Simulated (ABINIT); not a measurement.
An input for ABINIT 10.8.3 (CsPbCl3 (Pm-3m)):

```
acell 3*1.0 Angstrom
rprim 
  5.605000000000 0.000000000000 0.000000000000
  0.000000000000 5.605000000000 0.000000000000
  0.000000000000 0.000000000000 5.605000000000
ntypat 3
znucl 55 82 17
natom 5
typat 1 2 3 3 3
xred 
  0.000000000000 0.000000000000 0.000000000000
  0.500000000000 0.500000000000 0.500000000000
  0.500000000000 0.500000000000 0.000000000000
  0.000000000000 0.500000000000 0.500000000000
  0.500000000000 0.000000000000 0.500000000000
pp_dirpath "pseudos"
pseudos "Cs.upf, Pb.upf, Cl.upf"
ecut 25
ngkpt 2 2 2
nshiftk 1
shiftk 0 0 0
kptopt 1
chksymbreak 0
istwfk *1
occopt 1
irdwfk 1
optdriver 4
nband 154
gwcalctyp 0
ecutsigx 18.8
symsigma 1
nkptgw 2
kptgw 
  0.5000000000 0.5000000000 0.5000000000
  0.0000000000 0.0000000000 0.0000000000
bdgw 
  19 25
  20 25
ecuteps 4.8
irdscr 1
ppmodel 1
ecutwfn 18.8
indata_prefix "in"
outdata_prefix "out"
tmpdata_prefix "tmp"
```

```sh
OMP_NUM_THREADS=1 mpirun -n 8 abinit run.abi > log
```

Q: How long will it take on 8 MPI ranks of AMD EPYC 9R45, shared host, and how much memory?

It took 15 s; on shared hardware allow 7.7 s to 31 s. Peak host memory was 2.1 GiB.

[Paths, hosts, dates, memory and timing lines, banners, echoed tables and standing remarks are left out of the program output.]

[Logs are printed without paths, hosts, clocks, repeated set-up lines and the standing remarks that a program may print on its own settings, such as how far it seeks lower states.]

[Runs of the session that timed out or met a known fault of the program may be left out.]

[Hosts, paths, dates, database ids (printed as entryN), source tags and the programs' standing remarks are cut or masked in the printed files.]

[G0W0 gaps are taken among the corrected bands and points alone; a level outside them can change the order at an edge.]

[Where Ansatz stands beside ABINIT at settings called matched, ABINIT's density can come from a denser mesh and the files from another edition; pairs whose starting gaps differed by over 0.03 eV were left out, so agreement reads better than it is.]
